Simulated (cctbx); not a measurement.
**What is wrong with this refinement?**

Cell a = 5.6020 Å, b = 5.7040 Å, c = 13.8290 Å, α = 90.05°, β = 90.85°, γ = 119.02°; space group P-1 (no. 2).

The data are simulated with cctbx, not measured: Ag Kα, λ = 0.56087 Å, to d = 0.8 Å, 95 % of the full sphere, strongest reflection 20000 counts, noise from counting, a 2 % proportional error and a noise floor of 4 counts (s.d.); no absorption.

An anisotropic refinement with weights 1/σ² prints:

```text
Rint 0.016, 1569 unique reflections to 0.80 A
cycle     R1     wR2    GooF  max shift (A)
   1  0.1006  0.2181   5.628   0.01397
   2  0.0367  0.0955   2.464   0.00018
final R1 0.0367 wR2 0.0955 GooF 2.464  parameters 87  data/parameter 18.0
atom        x        y        z      Ueq    occ   su(xyz)  su(Uiso or U11)
Tb1    0.65003  0.32475  0.70602   0.0091  1.000  0.00012  0.0003
Tb2    0.99641  0.00334  0.37791   0.0047  1.000  0.00011  0.0003
Ta1    0.32355  0.67352  0.04283   0.0131  1.000  0.00011  0.0003
Fe1    0.50000  0.50000  0.50000   0.0151  1.000  0.00000  0.0013
V1     0.50000  0.00000  0.50000   0.0032  1.000  0.00000  0.0013
V2     0.83653  0.16771  0.16460   0.0097  1.000  0.00045  0.0010
Sc1    0.00000  0.50000  0.50000   0.0094  1.000  0.00000  0.0016
Sc2    0.65716  0.31476  0.33914   0.0105  1.000  0.00050  0.0011
Sc3    0.83127  0.66676  0.16915   0.0033  1.000  0.00045  0.0010
Al1    0.33134  0.15947  0.16578   0.0170  1.000  0.00089  0.0021
Al2    0.00000  0.00000  0.00000   0.0131  1.000  0.00000  0.0027
difference map: max 3.56 min -3.25 rms 0.49
Q1    0.0006  0.0246  0.3969    2    3.74  0.28 A from Tb2
Q2    0.3519  0.6873  0.3163    2    3.63  0.31 A from Tb1
Q3    0.3875  0.7148  0.9667    2    1.85  1.11 A from Ta1
Q4    0.4325  0.9676  0.4853    2    1.55  0.39 A from V1
Q5    0.9848  0.4569  0.4727    2    1.52  0.43 A from Sc1
Q6    0.4776  0.5612  0.5025    2    1.40  0.43 A from Fe1
```

Q: Accept it or mend it, and why?

Mend it. The fault: wrong element: Ta1 is Tb. Against the right model at the same level, R1 goes from 0.0163 to 0.0367 and GooF from 0.92 to 2.46, U of Sc3 shrinks from 0.0066 to 0.0033 Å², U of Ta1 swells from 0.0076 to 0.0131 Å², U of Tb2 shrinks from 0.0078 to 0.0047 Å², U of V2 shrinks from 0.0129 to 0.0097 Å², the top difference peak, 3.7 e/Å³, lies on Tb2 and a hole of -3.2 e/Å³ opens. Ta1 has 8 electrons too many and its U swells to shed them, as expected.

The compound is Tb6Sc5Al3V3Fe. The right model at the same level gives:

```text
Rint 0.016, 1569 unique reflections to 0.80 A
cycle     R1     wR2    GooF  max shift (A)
   1  0.0459  0.0999   2.577   0.00865
   2  0.0163  0.0357   0.922   0.00002
final R1 0.0163 wR2 0.0357 GooF 0.922  parameters 87  data/parameter 18.0
atom        x        y        z      Ueq    occ   su(xyz)  su(Uiso or U11)
Tb1    0.64978  0.32445  0.70591   0.0122  1.000  0.00004  0.0001
Tb2    0.99669  0.00355  0.37802   0.0078  1.000  0.00004  0.0001
Tb3    0.32350  0.67356  0.04281   0.0076  1.000  0.00004  0.0001
Fe1    0.50000  0.50000  0.50000   0.0181  1.000  0.00000  0.0005
V1     0.50000  0.00000  0.50000   0.0058  1.000  0.00000  0.0005
V2     0.83667  0.16766  0.16436   0.0129  1.000  0.00017  0.0004
Sc1    0.00000  0.50000  0.50000   0.0124  1.000  0.00000  0.0006
Sc2    0.65643  0.31382  0.33924   0.0133  1.000  0.00019  0.0004
Sc3    0.83115  0.66685  0.16922   0.0066  1.000  0.00017  0.0004
Al1    0.33136  0.15936  0.16535   0.0203  1.000  0.00034  0.0008
Al2    0.00000  0.00000  0.00000   0.0165  1.000  0.00000  0.0010
difference map: max 0.82 min -0.74 rms 0.22
Q1    0.1262  0.9517  0.5530    2    0.84  1.28 A from Tb2
Q2    0.2957  0.6399  0.7556    2    0.83  1.34 A from Sc2
Q3    0.4234  0.6974  0.9695    2    0.82  1.14 A from Tb3
Q4    0.1318  0.1436  0.7630    2    0.77  1.37 A from Sc3
Q5    0.2521  0.7339  0.6141    2    0.75  0.94 A from Sc2
Q6    0.0400  0.7973  0.1915    2    0.72  1.08 A from Sc3
```

Isotropic U is held between 0.0001 and 1 Å² by the program, and listed peak heights are interpolated, so they can pass the grid's maximum.

This is a model crystal, built by substitution and not relaxed, with assumed displacement parameters.

[Middle refinement cycles are left out of these outputs.]

[Logs are printed without paths, hosts, clocks, repeated set-up lines and the standing remarks that a program may print on its own settings, such as how far it seeks lower states.]
